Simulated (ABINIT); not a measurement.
# Converging GW for TiO2 (Rutile) in ABINIT, part 2 of 2

What does each rung of G0W0 on TiO2 (Rutile) cost, and what does it buy?

ABINIT 10.8.3; PBE and many-body steps on it, plane waves. Known limits of the many-body steps: not at the basis limit; coarse k mesh.

So far. Step 3 (Screening, 2×2×4 mesh, 115 bands, screening to 93.3 eV): Local fields lower ε∞ by 3 %. On a Γ-centred mesh this coarse the value itself is usually too large, while a short band sum pulls it down. Step 4 (115 bands, 93.3 eV): The gap on the mesh goes from 1.92 eV to 3.24 eV, a correction of +1.33 eV.

**6. 163 bands, 123.5 eV**

This step: G0W0 on PBE, plane waves, norm-conserving pseudopotentials.

The input, run.abi:

```
acell 3*1.0 Angstrom
rprim 
  4.592200000000 0.000000000000 0.000000000000
  0.000000000000 4.592200000000 0.000000000000
  0.000000000000 0.000000000000 2.957400000000
ntypat 2
znucl 22 8
natom 6
typat 1 1 2 2 2 2
xred 
  0.000000000000 0.000000000000 0.000000000000
  0.500000000000 0.500000000000 0.500000000000
  0.304960000000 0.304960000000 0.000000000000
  0.195040000000 0.804960000000 0.500000000000
  0.695040000000 0.695040000000 0.000000000000
  0.804960000000 0.195040000000 0.500000000000
pp_dirpath "pseudos"
pseudos "Ti.upf, O.upf"
ecut 38
ngkpt 2 2 4
nshiftk 1
shiftk 0 0 0
kptopt 1
chksymbreak 0
istwfk *1
occopt 1
irdwfk 1
optdriver 4
nband 163
gwcalctyp 0
ecutsigx 38
symsigma 1
nkptgw 6
kptgw 
  0.0000000000 0.0000000000 0.0000000000
  0.5000000000 0.0000000000 0.0000000000
  0.5000000000 0.5000000000 0.0000000000
  0.0000000000 0.0000000000 0.5000000000
  0.5000000000 0.0000000000 0.5000000000
  0.5000000000 0.5000000000 0.5000000000
bdgw 
  22 26
  23 26
  23 26
  23 26
  23 26
  23 26
ecuteps 4.54
irdscr 1
ppmodel 1
indata_prefix "in"
outdata_prefix "out"
tmpdata_prefix "tmp"
```

Command:

```sh
$ OMP_NUM_THREADS=1 mpirun -n 8 abinit run.abi > log
```

The program printed:

```text
.Version 10.8.3 of ABINIT. v10.8.2 released Aug 2026.

 Symmetries : space group P4_2/m n m (#136); Bravais tP (primitive tetrag.)
[... echo of the input left out ...]
== DATASET  1 ==================================================================
-   mpi_nproc: 8, omp_nthreads: 1 (-1 if OMP is not activated)

--- !DatasetInfo
iteration_state: {dtset: 1, }
dimensions: {natom: 6, nkpt: 9, mband: 163, nsppol: 1, nspinor: 1, nspden: 1, mpw: 4748, }
cutoff_energies: {ecut:  38.0, pawecutdg:  -1.0, }
electrons: {nelect:   4.80000000E+01, charge:   0.00000000E+00, occopt:   1.00000000E+00, tsmear:   1.00000000E-02, }

 SIGMA: Calculation of the GW corrections

 Based on a program developped by R.W. Godby, V. Olevano, G. Onida, and L. Reining.
 Incorporated in ABINIT by V. Olevano, G.-M. Rignanese, and M. Torrent.
.Using double precision arithmetic ; gwpc =  8

[... cell and pseudopotentials left out ...]
--------------------------------------------------------------------------------

 ==== K-mesh for the wavefunctions ====
 Number of points in the irreducible wedge :     9
[... list of points left out ...]
 Together with 16 symmetry operations and time-reversal symmetry
 yields    16 points in the full Brillouin Zone.

 ==== Q-mesh for screening function ====
 Number of points in the irreducible wedge :     9
[... list of points left out ...]
 Together with 16 symmetry operations and time-reversal symmetry
 yields    16 points in the full Brillouin Zone.

 vcoul_init : cutoff-mode = AUXILIARY_FUNCTION
 q-points for optical limit:   1
     1)      0.000010    0.000020    0.000030
 setmesh: FFT mesh size selected  =    50x   50x   32
          total number of points  =        80000

 Number of electrons calculated from density =   48.0000; Expected =   48.0000
[...]
--- !SelfEnergy_ee
iteration_state: {dtset: 1, }
kpoint     : [   0.500,    0.000,    0.000, ]
spin       : 1
KS_gap     :    3.328
QP_gap     :    4.800
Delta_QP_KS:    1.472
data: !SigmaeeData |
     Band     E0 <VxcDFT>   SigX SigC(E0)      Z dSigC/dE  Sig(E)    E-E0       E
[...]
--- !SelfEnergy_ee
iteration_state: {dtset: 1, }
kpoint     : [   0.500,    0.500,    0.000, ]
spin       : 1
KS_gap     :    3.020
QP_gap     :    4.506
Delta_QP_KS:    1.486
data: !SigmaeeData |
     Band     E0 <VxcDFT>   SigX SigC(E0)      Z dSigC/dE  Sig(E)    E-E0       E
[...]
--- !SelfEnergy_ee
iteration_state: {dtset: 1, }
kpoint     : [   0.000,    0.000,    0.500, ]
spin       : 1
KS_gap     :    4.431
QP_gap     :    6.033
Delta_QP_KS:    1.602
data: !SigmaeeData |
     Band     E0 <VxcDFT>   SigX SigC(E0)      Z dSigC/dE  Sig(E)    E-E0       E
[...]
--- !SelfEnergy_ee
iteration_state: {dtset: 1, }
kpoint     : [   0.500,    0.000,    0.500, ]
spin       : 1
KS_gap     :    2.985
QP_gap     :    4.419
Delta_QP_KS:    1.434
data: !SigmaeeData |
     Band     E0 <VxcDFT>   SigX SigC(E0)      Z dSigC/dE  Sig(E)    E-E0       E
[...]
--- !SelfEnergy_ee
iteration_state: {dtset: 1, }
kpoint     : [   0.500,    0.500,    0.500, ]
spin       : 1
KS_gap     :    3.309
QP_gap     :    4.716
Delta_QP_KS:    1.406
data: !SigmaeeData |
     Band     E0 <VxcDFT>   SigX SigC(E0)      Z dSigC/dE  Sig(E)    E-E0       E
[...]
25   8.293 -20.396 -12.466  -5.939   0.767  -0.303 -18.868   1.528   9.821
       26   8.293 -20.396 -12.466  -5.939   0.767  -0.303 -18.868   1.528   9.821

== END DATASET(S) ==============================================================
================================================================================

 -outvars: echo values of variables after computation  --------
           etotal      0.0000000000E+00
            nband         163
             nkpt           9
          spgroup         136
 [... the other variables as echoed above ...]

 Calculation completed.
```

Run time: 12 s. Hardware: 8 MPI ranks of Arm Neoverse V2, shared host; peak memory 1.6 GiB.

This step gave:

- G0W0 gap on the mesh: 3.211 eV
- starting gap on the mesh: 1.917 eV
- k of the valence top: 0, 0, 0
- k of the conduction bottom: 0.5, 0, 0.5
- Z at the valence top: 0.766
- Z at the conduction bottom: 0.777
- least direct G0W0 gap on the computed points: 3.286 eV

Against G0W0 in ABINIT (2×2×4 mesh, 115 bands, screening to 93.3 eV, Godby-Needs plasmon pole), the gap moves by −0.031 eV.

**7. Screening, 2×2×4 mesh, 238 bands, screening to 164.9 eV**

This step: RPA screening on PBE, plane waves, norm-conserving pseudopotentials.

run.abi: that of step 6 with these lines changed.

```diff
@@ -27,25 +27,8 @@
 irdwfk 1
-optdriver 4
-nband 163
-gwcalctyp 0
-ecutsigx 38
-symsigma 1
-nkptgw 6
-kptgw 
-  0.0000000000 0.0000000000 0.0000000000
-  0.5000000000 0.0000000000 0.0000000000
-  0.5000000000 0.5000000000 0.0000000000
-  0.0000000000 0.0000000000 0.5000000000
-  0.5000000000 0.0000000000 0.5000000000
-  0.5000000000 0.5000000000 0.5000000000
-bdgw 
-  22 26
-  23 26
-  23 26
-  23 26
-  23 26
-  23 26
-ecuteps 4.54
-irdscr 1
-ppmodel 1
+optdriver 3
+nband 238
+ecuteps 6.06
+inclvkb 2
+awtr 1
+symchi 1
 indata_prefix "in"
```

The program printed:

```text
.Version 10.8.3 of ABINIT. v10.8.2 released Aug 2026.

 Symmetries : space group P4_2/m n m (#136); Bravais tP (primitive tetrag.)
[... echo of the input left out ...]
== DATASET  1 ==================================================================
-   mpi_nproc: 8, omp_nthreads: 1 (-1 if OMP is not activated)

--- !DatasetInfo
iteration_state: {dtset: 1, }
dimensions: {natom: 6, nkpt: 9, mband: 238, nsppol: 1, nspinor: 1, nspden: 1, mpw: 4748, }
cutoff_energies: {ecut:  38.0, pawecutdg:  -1.0, }
[...]
--------------------------------------------------------------------------------
[... chi0 elements left out ...]
 For q-point:  0.000010 0.000020 0.000030
  dielectric constant =   8.8966
  dielectric constant without local fields =   9.3425

  Average fulfillment of the sum rule on Im[epsilon] for q-point    1 :     75.50  [%]
[... wings left out ...]
  q-point number  2        q = ( 0.500000, 0.000000, 0.000000) [r.l.u.]
--------------------------------------------------------------------------------
[... chi0 elements left out ...]
  Average fulfillment of the sum rule on Im[epsilon] for q-point    2 :     79.91  [%]

 [... 7 further q-points ...]
```

Run time: 63 s. Hardware: 8 MPI ranks; peak memory 2.8 GiB; 8.4 min of CPU time.

This step gave:

```
ε∞ with local fields, on this mesh, along the program's q direction : 8.897
the same without local fields                                       : 9.342
plasma frequency                                                    : 32.58 eV
plane waves in the screening matrix                                 : 307
```

**8. 238 bands, 164.9 eV**

This step: G0W0 on PBE, plane waves, norm-conserving pseudopotentials.

run.abi: that of step 7 with these lines changed.

```diff
@@ -27,8 +27,25 @@
 irdwfk 1
-optdriver 3
+optdriver 4
 nband 238
+gwcalctyp 0
+ecutsigx 38
+symsigma 1
+nkptgw 6
+kptgw 
+  0.0000000000 0.0000000000 0.0000000000
+  0.5000000000 0.0000000000 0.0000000000
+  0.5000000000 0.5000000000 0.0000000000
+  0.0000000000 0.0000000000 0.5000000000
+  0.5000000000 0.0000000000 0.5000000000
+  0.5000000000 0.5000000000 0.5000000000
+bdgw 
+  22 26
+  23 26
+  23 26
+  23 26
+  23 26
+  23 26
 ecuteps 6.06
-inclvkb 2
-awtr 1
-symchi 1
+irdscr 1
+ppmodel 1
 indata_prefix "in"
```

The program printed:

```text
.Version 10.8.3 of ABINIT. v10.8.2 released Aug 2026.

 Symmetries : space group P4_2/m n m (#136); Bravais tP (primitive tetrag.)
[... echo of the input left out ...]
== DATASET  1 ==================================================================
-   mpi_nproc: 8, omp_nthreads: 1 (-1 if OMP is not activated)

--- !DatasetInfo
iteration_state: {dtset: 1, }
dimensions: {natom: 6, nkpt: 9, mband: 238, nsppol: 1, nspinor: 1, nspden: 1, mpw: 4748, }
cutoff_energies: {ecut:  38.0, pawecutdg:  -1.0, }
[...]
Band     E0 <VxcDFT>   SigX SigC(E0)      Z dSigC/dE  Sig(E)    E-E0       E
[...]
25   8.293 -20.396 -12.466  -6.103   0.768  -0.303 -18.994   1.402   9.695
       26   8.293 -20.396 -12.466  -6.103   0.768  -0.303 -18.994   1.402   9.695

== END DATASET(S) ==============================================================
================================================================================

 -outvars: echo values of variables after computation  --------
           etotal      0.0000000000E+00
            nband         238
             nkpt           9
          spgroup         136
 [... the other variables as echoed above ...]

 Calculation completed.
```

Wall time 32 s (8 MPI ranks); peak memory 2.3 GiB.

Numbers from this step:

```
G0W0 gap on the mesh                         : 3.212 eV
starting gap on the mesh                     : 1.917 eV
k of the valence top                         : 0, 0, 0
k of the conduction bottom                   : 0.5, 0, 0.5
least direct G0W0 gap on the computed points : 3.289 eV
```

Against G0W0 in ABINIT (2×2×4 mesh, 163 bands, screening to 123.5 eV, Godby-Needs plasmon pole), the gap moves by +0.001 eV.

**9. Screening, 2×2×4 mesh, 342 bands, screening to 214.4 eV**

This step: RPA screening on PBE, plane waves, norm-conserving pseudopotentials.

run.abi: that of step 8 with these lines changed.

```diff
@@ -27,25 +27,8 @@
 irdwfk 1
-optdriver 4
-nband 238
-gwcalctyp 0
-ecutsigx 38
-symsigma 1
-nkptgw 6
-kptgw 
-  0.0000000000 0.0000000000 0.0000000000
-  0.5000000000 0.0000000000 0.0000000000
-  0.5000000000 0.5000000000 0.0000000000
-  0.0000000000 0.0000000000 0.5000000000
-  0.5000000000 0.0000000000 0.5000000000
-  0.5000000000 0.5000000000 0.5000000000
-bdgw 
-  22 26
-  23 26
-  23 26
-  23 26
-  23 26
-  23 26
-ecuteps 6.06
-irdscr 1
-ppmodel 1
+optdriver 3
+nband 342
+ecuteps 7.88
+inclvkb 2
+awtr 1
+symchi 1
 indata_prefix "in"
```

The program printed:

```text
.Version 10.8.3 of ABINIT. v10.8.2 released Aug 2026.

 Symmetries : space group P4_2/m n m (#136); Bravais tP (primitive tetrag.)
[... echo of the input left out ...]
== DATASET  1 ==================================================================
-   mpi_nproc: 8, omp_nthreads: 1 (-1 if OMP is not activated)

--- !DatasetInfo
iteration_state: {dtset: 1, }
dimensions: {natom: 6, nkpt: 9, mband: 342, nsppol: 1, nspinor: 1, nspden: 1, mpw: 4748, }
cutoff_energies: {ecut:  38.0, pawecutdg:  -1.0, }
[...]
--------------------------------------------------------------------------------
[... chi0 elements left out ...]
 For q-point:  0.000010 0.000020 0.000030
  dielectric constant =   8.8818
  dielectric constant without local fields =   9.3439

  Average fulfillment of the sum rule on Im[epsilon] for q-point    1 :     81.48  [%]
[... wings left out ...]
  q-point number  2        q = ( 0.500000, 0.000000, 0.000000) [r.l.u.]
--------------------------------------------------------------------------------
[... chi0 elements left out ...]
  Average fulfillment of the sum rule on Im[epsilon] for q-point    2 :     84.63  [%]

 [... 7 further q-points ...]
```

The job ended after 2 min (8 MPI ranks; peak memory 3.4 GiB).

Numbers from this step:

```
ε∞ with local fields, on this mesh, along the program's q direction : 8.882
the same without local fields                                       : 9.344
plasma frequency                                                    : 32.58 eV
plane waves in the screening matrix                                 : 463
```

**10. 342 bands, 214.4 eV**

This step: G0W0 on PBE, plane waves, norm-conserving pseudopotentials.

run.abi: that of step 9 with these lines changed.

```diff
@@ -27,8 +27,25 @@
 irdwfk 1
-optdriver 3
+optdriver 4
 nband 342
+gwcalctyp 0
+ecutsigx 38
+symsigma 1
+nkptgw 6
+kptgw 
+  0.0000000000 0.0000000000 0.0000000000
+  0.5000000000 0.0000000000 0.0000000000
+  0.5000000000 0.5000000000 0.0000000000
+  0.0000000000 0.0000000000 0.5000000000
+  0.5000000000 0.0000000000 0.5000000000
+  0.5000000000 0.5000000000 0.5000000000
+bdgw 
+  22 26
+  23 26
+  23 26
+  23 26
+  23 26
+  23 26
 ecuteps 7.88
-inclvkb 2
-awtr 1
-symchi 1
+irdscr 1
+ppmodel 1
 indata_prefix "in"
```

The program printed:

```text
.Version 10.8.3 of ABINIT. v10.8.2 released Aug 2026.

 Symmetries : space group P4_2/m n m (#136); Bravais tP (primitive tetrag.)
[... echo of the input left out ...]
== DATASET  1 ==================================================================
-   mpi_nproc: 8, omp_nthreads: 1 (-1 if OMP is not activated)

--- !DatasetInfo
iteration_state: {dtset: 1, }
dimensions: {natom: 6, nkpt: 9, mband: 342, nsppol: 1, nspinor: 1, nspden: 1, mpw: 4748, }
cutoff_energies: {ecut:  38.0, pawecutdg:  -1.0, }
[...]
Band     E0 <VxcDFT>   SigX SigC(E0)      Z dSigC/dE  Sig(E)    E-E0       E
[...]
25   8.293 -20.396 -12.466  -6.277   0.765  -0.308 -19.132   1.264   9.557
       26   8.293 -20.396 -12.466  -6.277   0.765  -0.308 -19.132   1.264   9.557

== END DATASET(S) ==============================================================
================================================================================

 -outvars: echo values of variables after computation  --------
           etotal      0.0000000000E+00
            nband         342
             nkpt           9
          spgroup         136
 [... the other variables as echoed above ...]

 Calculation completed.
```

Run time: 94 s. Hardware: 8 MPI ranks; peak memory 3.3 GiB; 12 min of CPU time.

This step gave:

```yaml
g0w0_gap_on_the_mesh: 3.202 eV
starting_gap_on_the_mesh: 1.917 eV
k_of_the_valence_top: 0, 0, 0
k_of_the_conduction_bottom: 0.5, 0, 0.5
least_direct_g0w0_gap_on_the_computed_points: 3.283 eV
```

Against G0W0 in ABINIT (2×2×4 mesh, 238 bands, screening to 164.9 eV, Godby-Needs plasmon pole), the gap moves by −0.010 eV.

**11. Screening, 2×2×4 mesh, 486 bands, screening to 274.8 eV**

This step: RPA screening on PBE, plane waves, norm-conserving pseudopotentials.

run.abi: that of step 10 with these lines changed.

```diff
@@ -27,25 +27,8 @@
 irdwfk 1
-optdriver 4
-nband 342
-gwcalctyp 0
-ecutsigx 38
-symsigma 1
-nkptgw 6
-kptgw 
-  0.0000000000 0.0000000000 0.0000000000
-  0.5000000000 0.0000000000 0.0000000000
-  0.5000000000 0.5000000000 0.0000000000
-  0.0000000000 0.0000000000 0.5000000000
-  0.5000000000 0.0000000000 0.5000000000
-  0.5000000000 0.5000000000 0.5000000000
-bdgw 
-  22 26
-  23 26
-  23 26
-  23 26
-  23 26
-  23 26
-ecuteps 7.88
-irdscr 1
-ppmodel 1
+optdriver 3
+nband 486
+ecuteps 10.1
+inclvkb 2
+awtr 1
+symchi 1
 indata_prefix "in"
```

The program printed:

```text
.Version 10.8.3 of ABINIT. v10.8.2 released Aug 2026.

 Symmetries : space group P4_2/m n m (#136); Bravais tP (primitive tetrag.)
[... echo of the input left out ...]
== DATASET  1 ==================================================================
-   mpi_nproc: 8, omp_nthreads: 1 (-1 if OMP is not activated)

--- !DatasetInfo
iteration_state: {dtset: 1, }
dimensions: {natom: 6, nkpt: 9, mband: 486, nsppol: 1, nspinor: 1, nspden: 1, mpw: 4748, }
cutoff_energies: {ecut:  38.0, pawecutdg:  -1.0, }
[...]
--------------------------------------------------------------------------------
[... chi0 elements left out ...]
 For q-point:  0.000010 0.000020 0.000030
  dielectric constant =   8.8773
  dielectric constant without local fields =   9.3445

  Average fulfillment of the sum rule on Im[epsilon] for q-point    1 :     86.36  [%]
[... wings left out ...]
  q-point number  2        q = ( 0.500000, 0.000000, 0.000000) [r.l.u.]
--------------------------------------------------------------------------------
[... chi0 elements left out ...]
  Average fulfillment of the sum rule on Im[epsilon] for q-point    2 :     88.41  [%]

 [... 7 further q-points ...]
```

Wall time 4 min (8 MPI ranks); peak memory 4.8 GiB; 32 min of CPU time.

This step gave:

| Property | Result |
| --- | --- |
| ε∞ with local fields, on this mesh, along the program's q direction | 8.877 |
| the same without local fields | 9.345 |
| plasma frequency | 32.58 eV |
| plane waves in the screening matrix | 623 |

**12. 486 bands, 274.8 eV**

This step: G0W0 on PBE, plane waves, norm-conserving pseudopotentials.

run.abi: that of step 11 with these lines changed.

```diff
@@ -27,8 +27,25 @@
 irdwfk 1
-optdriver 3
+optdriver 4
 nband 486
+gwcalctyp 0
+ecutsigx 38
+symsigma 1
+nkptgw 6
+kptgw 
+  0.0000000000 0.0000000000 0.0000000000
+  0.5000000000 0.0000000000 0.0000000000
+  0.5000000000 0.5000000000 0.0000000000
+  0.0000000000 0.0000000000 0.5000000000
+  0.5000000000 0.0000000000 0.5000000000
+  0.5000000000 0.5000000000 0.5000000000
+bdgw 
+  22 26
+  23 26
+  23 26
+  23 26
+  23 26
+  23 26
 ecuteps 10.1
-inclvkb 2
-awtr 1
-symchi 1
+irdscr 1
+ppmodel 1
 indata_prefix "in"
```

The program printed:

```text
.Version 10.8.3 of ABINIT. v10.8.2 released Aug 2026.

 Symmetries : space group P4_2/m n m (#136); Bravais tP (primitive tetrag.)
[... echo of the input left out ...]
== DATASET  1 ==================================================================
-   mpi_nproc: 8, omp_nthreads: 1 (-1 if OMP is not activated)

--- !DatasetInfo
iteration_state: {dtset: 1, }
dimensions: {natom: 6, nkpt: 9, mband: 486, nsppol: 1, nspinor: 1, nspden: 1, mpw: 4748, }
cutoff_energies: {ecut:  38.0, pawecutdg:  -1.0, }
[...]
Band     E0 <VxcDFT>   SigX SigC(E0)      Z dSigC/dE  Sig(E)    E-E0       E
[...]
25   8.293 -20.396 -12.466  -6.419   0.764  -0.310 -19.242   1.154   9.447
       26   8.293 -20.396 -12.466  -6.419   0.764  -0.310 -19.242   1.154   9.447

== END DATASET(S) ==============================================================
================================================================================

 -outvars: echo values of variables after computation  --------
           etotal      0.0000000000E+00
            nband         486
             nkpt           9
          spgroup         136
 [... the other variables as echoed above ...]

 Calculation completed.
```

The job ended after 4 min (8 MPI ranks; peak memory 5.3 GiB; 32 min of CPU time).

This step gave:

```yaml
g0w0_gap_on_the_mesh: 3.185 eV
starting_gap_on_the_mesh: 1.917 eV
k_of_the_valence_top: 0, 0, 0
k_of_the_conduction_bottom: 0.5, 0, 0.5
least_direct_g0w0_gap_on_the_computed_points: 3.266 eV
```

Against G0W0 in ABINIT (2×2×4 mesh, 342 bands, screening to 214.4 eV, Godby-Needs plasmon pole), the gap moves by −0.017 eV.

**13. Side by side**

Times are wall times on 8 MPI ranks of Arm Neoverse V2, shared host, good to a factor of about two. A run's time includes the screening step that it read.

```
                run   mesh  bands  screening cutoff (eV)  DFT gap (eV)  gap on the mesh (eV)  direct (eV)  ε∞ used     time
 115 bands, 93.3 eV  2×2×4    115                   93.3         1.917                 3.242        3.313     9.01     29 s
163 bands, 123.5 eV  2×2×4    163                  123.5         1.917                 3.211        3.286     8.92     48 s
238 bands, 164.9 eV  2×2×4    238                  164.9         1.917                 3.212        3.289     8.90     95 s
342 bands, 214.4 eV  2×2×4    342                  214.4         1.917                 3.202        3.283     8.88  3.6 min
486 bands, 274.8 eV  2×2×4    486                  274.8         1.917                 3.185        3.266     8.88    8 min
```

**14. What came out**

```
115 bands, 93.3 eV  : 3.242 eV
163 bands, 123.5 eV : 3.211 eV
238 bands, 164.9 eV : 3.212 eV
342 bands, 214.4 eV : 3.202 eV
486 bands, 274.8 eV : 3.185 eV
known limits        : not at the basis limit; coarse k mesh
```

What this shows: From the first rung to the last the gap moves by −0.06 eV for 16 times the time. The 2×2×4 mesh is coarse for this cell, which bears on the long-range parts of exchange and screening.

[Paths, hosts, dates, memory and timing lines, banners, echoed tables and standing remarks are left out of the program output.]

[Logs are printed without paths, hosts, clocks, repeated set-up lines and the standing remarks that a program may print on its own settings, such as how far it seeks lower states.]

[Runs of the session that timed out or met a known fault of the program may be left out.]

[Hosts, paths, dates, database ids (printed as entryN), source tags and the programs' standing remarks are cut or masked in the printed files.]

[G0W0 gaps are taken among the corrected bands and points alone; a level outside them can change the order at an edge.]

[Where Ansatz stands beside ABINIT at settings called matched, ABINIT's density can come from a denser mesh and the files from another edition; pairs whose starting gaps differed by over 0.03 eV were left out, so agreement reads better than it is.]
